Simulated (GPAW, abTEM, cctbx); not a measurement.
# Be3Si2: the scripts behind a bonding study

Short scripts, each with its output. The cell comes from substitution in a known structure type and wasn't matched to any measured phase.

## 1. Build the all-electron density and subtract free atoms

```text
cell
1.0
     3.691703980    0.000000000    0.000000000
    -1.845851990    3.197109430    0.000000000
     0.000000000    0.000000000    4.871548160
Si Be
2 3
Direct
0.333333330 0.666666670 0.156242230
0.666666670 0.333333330 0.843757770
0.000000000 0.000000000 0.500000000
0.333333330 0.666666670 0.648499530
0.666666670 0.333333330 0.351500470
```

```python
import numpy as np
from ase.io import read
from ase.units import Bohr
from gpaw import GPAW, PW, FermiDirac
from gpaw.calculator import GPAW as OldGPAW
from gpaw.mpi import serial_comm, world
from scipy.special import erfc
from scipy.spatial import cKDTree

atoms = read("cell.vasp")
atoms.calc = GPAW(mode=PW(450), xc="PBE", kpts={"size": (7, 7, 5), "gamma": True},
                 occupations=FermiDirac(0.1), maxiter=120, symmetry={"tolerance": 1e-5}, txt="scf.txt")
atoms.get_potential_energy()
rho = atoms.calc.get_all_electron_density(gridrefinement=2)
moments = atoms.get_magnetic_moments() if atoms.calc.get_number_of_spins() == 2 else np.zeros(len(atoms))
total = atoms.get_magnetic_moment() if moments.any() else 0.0
if world.rank == 0:
    free = OldGPAW(mode=PW(450), xc="PBE", txt=None, communicator=serial_comm)
    neutral = atoms.copy()
    neutral.set_initial_magnetic_moments(None)
    free.initialize(neutral)
    free.set_positions(neutral)
    drho = rho - free.get_all_electron_density(gridrefinement=2)
    # GPAW starts from confined atoms: exchange their smooth part for that of the datasets' free atoms
    h = np.stack(np.meshgrid(*[np.fft.fftfreq(n, 1 / n) for n in drho.shape], indexing="ij"), -1)
    gabs = np.linalg.norm(h @ atoms.cell.reciprocal(), axis=-1)
    tails = np.fft.fftn(free.get_pseudo_density(gridrefinement=2))
    g, form, v0 = np.linspace(0, gabs.max(), 1500), {}, 0
    for e in set(atoms.symbols):
        idx = atoms.symbols.search(e)
        d = free.setups[idx[0]].data
        r, w = d.rgd.r_g * Bohr, d.rgd.r_g**2 * d.rgd.dr_g
        j0 = np.sinc(2 * g[:, None] * r)
        smooth = sum(f * p**2 for f, p in zip(d.f_j, d.phit_jg)) + np.sqrt(4 * np.pi) * d.nct_g
        full = sum(f * p**2 for f, p in zip(d.f_j, d.phi_jg)) + np.sqrt(4 * np.pi) * d.nc_g
        phase = sum(np.exp(-2j * np.pi * h @ s) for s in atoms.get_scaled_positions()[idx])
        tails -= np.interp(gabs, g, j0 @ (smooth * w)) * phase * drho.size / atoms.get_volume()
        form[e] = j0 @ (full * w)
        v0 += 2 * np.pi / 3 * 14.3996 * (full * w * r**2).sum() * len(idx)  # V A^3
    tails *= 0.5 * erfc((gabs - 1.8) / 0.25)  # the tails differ at long wavelengths alone
    drho += np.fft.ifftn(tails).real  # crystal minus superposed spherical free atoms
    np.save("drho.npy", drho)
    dv = atoms.get_volume() / drho.size
    print("grid", drho.shape, " electrons %.3f" % (rho.sum() * dv), " moved by bonding %.3f e" % (abs(drho).sum() * dv / 2))
    pts = np.indices(drho.shape).reshape(3, -1).T / drho.shape @ atoms.cell
    shifts = (np.indices((3, 3, 3)).reshape(3, -1).T - 1) @ atoms.cell
    images = (atoms.positions[None] + shifts[:, None]).reshape(-1, 3)
    dist, idx = cKDTree(images).query(pts, k=4)
    out = drho.ravel()[dist[:, 0] > 0.5]
    print("deformation density beyond 0.5 A of the nuclei: max %.3f, min %.3f e/A^3" % (out.max(), out.min()))
    tie = dist < dist[:, :1] + 1e-4
    q = -np.bincount((idx % len(atoms))[tie], (drho.ravel()[:, None] / tie.sum(1, keepdims=True) * tie)[tie], len(atoms)) * dv
    print("atom        x       y       z   Voronoi charge  moment")
    for a, s, c, m in zip(atoms, atoms.get_scaled_positions(), q, moments):
        print("%-2s%-3d %7.4f %7.4f %7.4f %10.3f %10.2f" % (a.symbol, a.index + 1, *s, c, m))
    np.savez("free.npz", g=g, **form)
    print("mean inner potential of superposed free atoms %.3f V" % (v0 / atoms.get_volume()))
    print("total magnetic moment %.3f muB" % total)
```

```console
$ OMP_NUM_THREADS=1 mpirun -n 4 gpaw python run.py > gpaw.log
```

```text
grid (40, 40, 48)  electrons 40.000  moved by bonding 0.562 e
deformation density beyond 0.5 A of the nuclei: max 0.062, min -0.072 e/A^3
atom        x       y       z   Voronoi charge  moment
Si1    0.3333  0.6667  0.1562      0.083       0.00
Si2    0.6667  0.3333  0.8438      0.083       0.00
Be3    0.0000  0.0000  0.5000      0.003       0.00
Be4    0.3333  0.6667  0.6485     -0.085       0.00
Be5    0.6667  0.3333  0.3515     -0.085       0.00
mean inner potential of superposed free atoms 17.007 V
total magnetic moment 0.000 muB
```

Time: 5.7 s on 4 cores of AMD EPYC 9R14 (Zen 4) (shared host), peak memory 0.67 GiB.

## 2. Fourier-transform the difference

```python
from cctbx import adptbx, crystal, miller, xray
from cctbx.eltbx import tiny_pse
import numpy as np

cs = crystal.symmetry(unit_cell=(3.6917, 3.6917, 4.8715, 90, 90, 120), space_group_symbol='Hall: -P 3 2"')  # P-3m1
atoms = [  # label, site, U (iso, or U11 U22 U33 U12 U13 U23 in A^2), occupancy
    ("Si1", (1/3, 2/3, 0.15624), 0.0000, 1),
    ("Be1", (0, 0, 0.5), 0.0000, 1),
    ("Be2", (1/3, 2/3, 0.6485), 0.0000, 1),
]
xs = xray.structure(crystal_symmetry=cs)
for label, site, u, occ in atoms:
    u = adptbx.u_cif_as_u_star(cs.unit_cell(), u) if isinstance(u, tuple) else u
    xs.add_scatterer(xray.scatterer(label, site=site, u=u, occupancy=occ))
xs.scattering_type_registry(table="wk1995")
drho = np.load("drho.npy")
T = np.array([[1, 0, 0], [0, 1, 0], [0, 0, 1]])  # conventional axes in terms of the primitive ones
dF = np.fft.ifftn(drho) * 57.49782  # electrons a conventional cell, indexed by primitive hkl
ms = miller.build_set(cs, anomalous_flag=False, d_min=0.9).sort("resolution")
iam = ms.structure_factors_from_scatterers(xs, algorithm="direct").f_calc()
p1 = xs.expand_to_p1()
z = np.array([tiny_pse.table(sc.scattering_type).atomic_number() for sc in p1.scatterers()])
x = np.array(p1.sites_frac())
free = np.load("free.npz")
print("static structure factors of the conventional cell: F in electrons, V (Mott-Bethe) in volts")
print("   h  k  l      d  |F| table  |F| free   |F| DFT   change   |V| free  |V| DFT  change %")
for h, d, table in list(zip(ms.indices(), ms.d_spacings().data(), iam.data()))[:16]:
    df = dF[tuple(np.rint(np.linalg.solve(T, h)).astype(int))]
    phase = np.exp(2j * np.pi * x @ h)
    f = sum(np.interp(1 / d, free["g"], free[sc.scattering_type]) * p for sc, p in zip(p1.scatterers(), phase))
    fz = (z * phase).sum()
    c = 14.3996 * d * d / (np.pi * cs.unit_cell().volume())
    v0, v1 = abs(fz - f) * c, abs(fz - f - df) * c
    print("%4d%3d%3d %7.4f %9.3f %9.3f %9.3f %8.3f %9.3f %8.3f %8s" % (h + (d, abs(table), abs(f), abs(f + df), abs(f + df) - abs(f), v0, v1, "%.1f" % (100 * (v1 / v0 - 1)) if v0 > 0.02 else "-")))
```

```console
$ python run.py
```

```text
static structure factors of the conventional cell: F in electrons, V (Mott-Bethe) in volts
   h  k  l      d  |F| table  |F| free   |F| DFT   change   |V| free  |V| DFT  change %
   0  0  1  4.8715     6.762     6.740     6.514   -0.226     0.103    0.531    416.1
   1  0  0  3.1971    10.611    10.640    10.786    0.146     2.738    2.618     -4.3
   1  0  1  2.6729    17.696    17.728    17.679   -0.049     3.568    3.596      0.8
   1  0 -1  2.6729     4.928     4.924     4.715   -0.209     0.156    0.275     76.1
   0  0  2  2.4358     6.480     6.489     6.510    0.021     1.207    1.197     -0.8
   1  0  2  1.9375    11.312    11.313    11.205   -0.109     2.154    2.187      1.5
   1  0 -2  1.9375    22.654    22.656    22.560   -0.096     5.056    5.085      0.6
   1  1  0  1.8458    22.448    22.438    22.209   -0.229     4.770    4.832      1.3
   1  1  1  1.7261     5.520     5.523     5.544    0.021     0.302    0.297     -1.7
   0  0  3  1.6238    14.487    14.474    14.335   -0.139     1.987    2.016      1.5
   2  0  0  1.5986     8.087     8.077     7.885   -0.192     1.207    1.246      3.2
   2  0  1  1.5189     4.058     4.060     4.136    0.075     0.209    0.195     -6.6
   2  0 -1  1.5189    14.174    14.156    14.043   -0.113     1.809    1.830      1.1
   1  1  2  1.4711     5.292     5.285     5.248   -0.037     0.648    0.654      1.0
   1  0  3  1.4478     2.788     2.789     2.771   -0.018     0.128    0.131      2.3
   1  0 -3  1.4478     6.156     6.156     6.092   -0.064     0.370    0.381      2.9
```

Time: 0.23 s on 1 core of AMD EPYC 9R14 (Zen 4) (shared host), peak memory 0.07 GiB.

## 3. Rock the beam across one reflection

```python
import abtem
import numpy as np
from ase.build import make_supercell
from ase.io import read

abtem.config.set({"dask.lazy": False, "fft": "fftw", "diagnostics.progress_bar": False})
M = [[0, 1, 0], [0, 0, 1], [2, 1, 0]]  # rows: x, y and beam direction in the primitive cell's axes
unit = make_supercell(read("cell.vasp"), M)
unit.set_cell(list(unit.cell.lengths()) + [90, 90, 90], scale_atoms=True)
unit.positions[:, 2] += 0.5329  # keeps atomic planes off the slice boundaries
unit.wrap()
slab = unit * (1, 1, 80)
print(slab.get_chemical_formula(), "| box %.2f x %.2f x %.2f A" % tuple(slab.cell.lengths()))

# change of the potential by bonding, from the DFT deformation density (Poisson's equation term by term)
drho = np.load("drho.npy")
prim = read("cell.vasp")
h = np.stack(np.meshgrid(*[np.fft.fftfreq(n, 1 / n) for n in drho.shape], indexing="ij"), -1).reshape(-1, 3).astype(int)
g2 = ((h @ prim.cell.reciprocal()) ** 2).sum(1)
keep = (g2 > 0) & (g2 < 2.5**2)
shape = (83, 109, 36)
vg = np.zeros(shape, complex)
hm = h[keep] @ np.array(M).T
move = np.exp(-2j * np.pi * hm[:, 2] * (0.5329 / unit.cell[2, 2] - 0.5 / shape[2]))  # the same shift, sampled at mid-points
vg[tuple(hm.T % np.array(shape)[:, None])] = -14.3996 / np.pi * (np.fft.fftn(drho).ravel() / drho.size)[keep] / g2[keep] * move
dV = np.fft.ifftn(vg).real * vg.size
dV = dV.reshape(83, 109, 6, 6).mean(3) * unit.cell[2, 2] / 6  # V A, projected in each slice
dV = np.tile(dV.transpose(2, 0, 1), (80, 1, 1))


def build(atoms):
    p = abtem.Potential(atoms, gpts=(83, 109), slice_thickness=[slab.cell[2, 2] / 480] * 480,
                        parametrization="lobato", projection="infinite", exit_planes=120).build()
    p.array[:] += BONDING * dV
    return p


def potentials():
    yield build(slab)  # atoms at rest


for label, BONDING in (("IAM", 0.0), ("DFT", 1.0)):
    print("=====", label)
    potential = build(slab)
    print("grid", potential.gpts, "slices", potential.num_slices)
    thickness = potential.exit_thicknesses
    h = np.array(M) @ np.linalg.solve(np.array([[1, 0, 0], [0, 1, 0], [0, 0, 1]]), [0, 0, 2])
    ix, iy = round(h[0]) * 1, round(h[1]) * 1
    gxy = h[:2] / unit.cell.lengths()[:2]
    along = gxy / np.hypot(*gxy)
    across = np.array([-along[1], along[0]])
    bragg = 500 * abtem.PlaneWave(energy=100000).wavelength * np.hypot(*gxy)
    print("Bragg angle %.3f mrad; beam tilted 37 mrad off the zone axis across the row" % bragg)
    print("dark-field intensity of 0 0 2 against tilt along the row, in Bragg angles")
    print("  t (A)" + "".join("%8.2f" % s for s in [0.2, 0.4, 0.6, 0.8, 1.0, 1.2, 1.4, 1.6, 1.8, 2.0, 2.2, 2.4, 2.6]))
    rows = []
    row = [(n * ix, n * iy) for n in range(-8, 9)]
    for s in [0.2, 0.4, 0.6, 0.8, 1.0, 1.2, 1.4, 1.6, 1.8, 2.0, 2.2, 2.4, 2.6]:
        tilt = -s * bragg * along + 37 * across
        dp = abtem.PlaneWave(energy=100000, tilt=tuple(tilt)).multislice(potential).diffraction_patterns(max_angle="valid").array
        rows.append(dp[:, dp.shape[1] // 2 + ix, dp.shape[2] // 2 + iy])
        if s == 1.0:
            cx, cy = dp.shape[1] // 2, dp.shape[2] // 2
            share = sum(dp[:, cx + i, cy + j] for i, j in row if abs(i) < cx and abs(j) < cy) / dp.sum(axis=(1, 2))
            total = dp.sum(axis=(1, 2))
    for t, a in list(zip(thickness, np.array(rows).T))[1:]:
        print("%7.1f" % t + "".join("%8.4f" % v for v in a))
    print("at the Bragg tilt, share in the row:", share[1:].round(3).tolist(), "total:", total[1:].round(3).tolist())
```

```console
$ python run.py
```

```text
Be480Si320 | box 3.69 x 4.87 x 511.54 A
===== IAM
grid (83, 109) slices 480
Bragg angle 7.598 mrad; beam tilted 37 mrad off the zone axis across the row
dark-field intensity of 0 0 2 against tilt along the row, in Bragg angles
  t (A)    0.20    0.40    0.60    0.80    1.00    1.20    1.40    1.60    1.80    2.00    2.20    2.40    2.60
  127.9  0.0122  0.0139  0.0156  0.0167  0.0168  0.0159  0.0143  0.0122  0.0100  0.0081  0.0066  0.0052  0.0038
  255.8  0.0082  0.0228  0.0477  0.0626  0.0638  0.0603  0.0448  0.0209  0.0060  0.0011  0.0001  0.0006  0.0016
  383.7  0.0003  0.0091  0.0660  0.1204  0.1410  0.1146  0.0617  0.0091  0.0003  0.0064  0.0095  0.0028  0.0007
  511.5  0.0050  0.0055  0.0623  0.1678  0.2044  0.1589  0.0579  0.0051  0.0042  0.0053  0.0003  0.0018  0.0025
at the Bragg tilt, share in the row: [0.9010000228881836, 0.8240000009536743, 0.7639999985694885, 0.6259999871253967] total: [0.9990000128746033, 0.996999979019165, 0.9950000047683716, 0.9919999837875366]
===== DFT
grid (83, 109) slices 480
Bragg angle 7.598 mrad; beam tilted 37 mrad off the zone axis across the row
dark-field intensity of 0 0 2 against tilt along the row, in Bragg angles
  t (A)    0.20    0.40    0.60    0.80    1.00    1.20    1.40    1.60    1.80    2.00    2.20    2.40    2.60
  127.9  0.0129  0.0149  0.0169  0.0182  0.0183  0.0173  0.0155  0.0130  0.0106  0.0084  0.0067  0.0052  0.0037
  255.8  0.0090  0.0263  0.0555  0.0744  0.0766  0.0718  0.0522  0.0239  0.0066  0.0010  0.0001  0.0007  0.0015
  383.7  0.0008  0.0144  0.0835  0.1448  0.1634  0.1391  0.0784  0.0141  0.0007  0.0073  0.0096  0.0023  0.0007
  511.5  0.0054  0.0059  0.0842  0.2037  0.2287  0.1958  0.0789  0.0057  0.0048  0.0058  0.0000  0.0023  0.0017
at the Bragg tilt, share in the row: [0.8930000066757202, 0.8069999814033508, 0.7429999709129333, 0.6029999852180481] total: [0.9990000128746033, 0.996999979019165, 0.9950000047683716, 0.9919999837875366]
```

Time: 24 s.

## 4. Scan a probe

```python
import abtem
import numpy as np
from ase.build import make_supercell
from ase.io import read

abtem.config.set({"dask.lazy": False, "fft": "fftw", "diagnostics.progress_bar": False})
M = [[0, 1, 0], [0, 0, 1], [2, 1, 0]]  # rows: x, y and beam direction in the primitive cell's axes
unit = make_supercell(read("cell.vasp"), M)
unit.set_cell(list(unit.cell.lengths()) + [90, 90, 90], scale_atoms=True)
unit.positions[:, 2] += 0.5329  # keeps atomic planes off the slice boundaries
unit.wrap()
slab = unit * (4, 3, 6)
print(slab.get_chemical_formula(), "| box %.2f x %.2f x %.2f A" % tuple(slab.cell.lengths()))

# change of the potential by bonding, from the DFT deformation density (Poisson's equation term by term)
drho = np.load("drho.npy")
prim = read("cell.vasp")
h = np.stack(np.meshgrid(*[np.fft.fftfreq(n, 1 / n) for n in drho.shape], indexing="ij"), -1).reshape(-1, 3).astype(int)
g2 = ((h @ prim.cell.reciprocal()) ** 2).sum(1)
keep = (g2 > 0) & (g2 < 2.5**2)
shape = (27, 35, 36)
vg = np.zeros(shape, complex)
hm = h[keep] @ np.array(M).T
move = np.exp(-2j * np.pi * hm[:, 2] * (0.5329 / unit.cell[2, 2] - 0.5 / shape[2]))  # the same shift, sampled at mid-points
vg[tuple(hm.T % np.array(shape)[:, None])] = -14.3996 / np.pi * (np.fft.fftn(drho).ravel() / drho.size)[keep] / g2[keep] * move
dV = np.fft.ifftn(vg).real * vg.size
dV = dV.reshape(27, 35, 6, 6).mean(3) * unit.cell[2, 2] / 6  # V A, projected in each slice
dV = np.tile(dV.transpose(2, 0, 1), (6, 4, 3))


def build(atoms):
    p = abtem.Potential(atoms, gpts=(108, 105), slice_thickness=[slab.cell[2, 2] / 36] * 36,
                        parametrization="lobato", projection="infinite", exit_planes=18).build()
    p.array[:] += BONDING * dV
    return p


sigmas = {'Si': 0.102, 'Be': 0.116}  # r.m.s. displacement along each axis, A
u = np.array([sigmas[s] for s in slab.symbols])[:, None]
rng = np.random.default_rng(566)


def potentials():
    for _ in range(2):  # frozen phonons, one configuration at a time
        atoms = slab.copy()
        atoms.positions += u * rng.standard_normal((len(atoms), 3))
        atoms.wrap()
        yield build(atoms)


for label, BONDING in (("IAM", 0.0), ("DFT", 1.0)):
    print("=====", label)
    rng = np.random.default_rng(566)  # the same displacements for both
    potential = build(slab)
    print("grid", potential.gpts, "slices", potential.num_slices)
    thickness = potential.exit_thicknesses
    probe = abtem.Probe(energy=100000, semiangle_cutoff=25)
    probe.grid.match(potential)
    print("wavelength %.5f A, largest angle on the grid %.0f mrad" % (probe.wavelength, min(probe.cutoff_angles)))
    detectors = {"ABF": (12, 25), "BF": (0, 12), "LAADF": (30, 80)}  # mrad
    columns = [  # name, x, y (A)
        ("Si", 1.846, 0.761),
        ("Be", 0.000, 2.436),
        ("Be_b", 1.846, 3.159),
        ("void", 0.923, 0.000),
    ]
    scan = abtem.GridScan(start=(0.0000, 0.0000), end=(3.6917, 4.8715), gpts=(11, 14), endpoint=False)
    dets = [abtem.AnnularDetector(*v) for v in detectors.values()] + [abtem.PixelatedDetector(max_angle=38)]
    runs = [probe.scan(p, scan=scan, detectors=dets, max_batch=32) for p in potentials()]
    out = [sum(x[1:], x[0]) / len(x) for x in zip(*runs)]
    images = dict(zip(detectors, out))
    images["iCOM"] = out[-1].center_of_mass().integrate_gradient()
    np.save(label + "_pacbed.npy", out[-1].array.mean(axis=(1, 2)))
    print("PACBED pixel %.3f x %.3f mrad" % out[-1].angular_sampling)
    for name, im in images.items():
        im = im.interpolate(sampling=0.1, boundary="periodic").gaussian_filter(0.25)
        np.save(label + "_" + name + ".npy", im.array)
        print(name, "signal at the columns" + (", fraction of the beam" if name in detectors else ""))
        print("  t (A)     mean" + "".join("%10s" % c[0][:9] for c in columns))
        for t, a in list(zip(thickness, im.array))[1:]:
            at = [a[round((x - 0.0000) / im.sampling[0]) % a.shape[0], round((y - 0.0000) / im.sampling[1]) % a.shape[1]] for _, x, y in columns]
            print("%7.1f %8.5f" % (t, a.mean()) + "".join("%10.5f" % v for v in at))
```

```console
$ python run.py
```

```text
Be432Si288 | box 14.77 x 14.61 x 38.37 A
===== IAM
grid (108, 105) slices 36
wavelength 0.03701 A, largest angle on the grid 88 mrad
PACBED pixel 2.507 x 2.533 mrad
ABF signal at the columns, fraction of the beam
  t (A)     mean        Si        Be      Be_b      void
   19.2  0.74703   0.72358   0.74762   0.74646   0.75810
   38.4  0.73527   0.66664   0.72913   0.72645   0.76981
BF signal at the columns, fraction of the beam
  t (A)     mean        Si        Be      Be_b      void
   19.2  0.22811   0.23197   0.23304   0.23184   0.22067
   38.4  0.22496   0.25827   0.24463   0.24165   0.19275
LAADF signal at the columns, fraction of the beam
  t (A)     mean        Si        Be      Be_b      void
   19.2  0.00868   0.02408   0.00512   0.00701   0.00494
   38.4  0.01659   0.04116   0.00973   0.01360   0.01245
iCOM signal at the columns
  t (A)     mean        Si        Be      Be_b      void
   19.2  0.02850   0.04571   0.03472   0.03426   0.01502
   38.4  0.02850   0.06079   0.03791   0.03934   0.00489
===== DFT
grid (108, 105) slices 36
wavelength 0.03701 A, largest angle on the grid 88 mrad
PACBED pixel 2.507 x 2.533 mrad
ABF signal at the columns, fraction of the beam
  t (A)     mean        Si        Be      Be_b      void
   19.2  0.74687   0.72297   0.74759   0.74632   0.75815
   38.4  0.73485   0.66461   0.72929   0.72645   0.76992
BF signal at the columns, fraction of the beam
  t (A)     mean        Si        Be      Be_b      void
   19.2  0.22808   0.23219   0.23291   0.23164   0.22079
   38.4  0.22489   0.25918   0.24403   0.24086   0.19326
LAADF signal at the columns, fraction of the beam
  t (A)     mean        Si        Be      Be_b      void
   19.2  0.00881   0.02429   0.00524   0.00719   0.00498
   38.4  0.01686   0.04158   0.00999   0.01399   0.01253
iCOM signal at the columns
  t (A)     mean        Si        Be      Be_b      void
   19.2  0.02503   0.04335   0.02956   0.02980   0.01330
   38.4  0.02503   0.05944   0.03119   0.03396   0.00480
```

Time: 7.5 s.

[Outputs are excerpts: Python notices, other lines and further rows are left out; steps that failed or that the build refused (PBEsol, TPSS) are not shown.]

[Logs are printed without paths, hosts, clocks, repeated set-up lines and the standing remarks that a program may print on its own settings, such as how far it seeks lower states.]
